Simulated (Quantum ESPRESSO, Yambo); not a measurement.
An input for Yambo 5.3.0 (SnSe2 (1T monolayer)):

```
optics
bss
bse
em1s
dipoles
rim_cut
rim_w
RandQpts= 3000000
RandGvec= 100 RL
CUTGeo= "slab z"
RandGvecW= 9 RL
Chimod= "HARTREE"
BSKmod= "SEX"
BSEmod= "resonant"
BSSmod= "d"
BSENGexx= 20 Ry
BSENGBlk= 4 Ry
% BSEQptR
 1 | 1 |
%
% BSEBands
 31 | 36 |
%
% BEnRange
 0 | 4 | eV
%
% BDmRange
 0.05 | 0.05 | eV
%
BEnSteps= 81
% BLongDir
 1 | 0 | 0 |
%
% BndsRnXs
 23 | 58 |
%
NGsBlkXs= 4 Ry
% LongDrXs
 1 | 1 | 0 |
%
% KfnQP_E
 1.138 | 1.0 | 1.0 |
%
WRbsWF
FFTGvecs= 47 Ry
```

```sh
OMP_NUM_THREADS=2 mpirun -n 4 yambo -F bse8.in -J bse8 -C bse8 > bse8.log
```

The stored states that it reads are on a 15×15×1 mesh. The cell holds 3 atoms: 1 Sn and 2 Se. Cell: a = 3.873 Å, b = 3.873 Å, c = 15.000 Å, α = 90.0°, β = 90.0°, γ = 120.0°. Vacuum lies along c.

Question: How long will it take on 4 MPI ranks of Arm Neoverse V2, shared host, and how much memory?

It took 3.3 min; on shared hardware allow 99 s to 6.6 min. Peak host memory was 2.5 GiB.

The kernel grows as the square of the matrix size, and full diagonalisation as its cube.

[Paths, hosts, dates, memory and timing lines, banners, echoed tables and standing remarks are left out of the program output.]

[Logs are printed without paths, hosts, clocks, repeated set-up lines and the standing remarks that a program may print on its own settings, such as how far it seeks lower states.]

[Runs of the session that timed out or met a known fault of the program may be left out.]

[Hosts, paths, dates, database ids (printed as entryN), source tags and the programs' standing remarks are cut or masked in the printed files.]
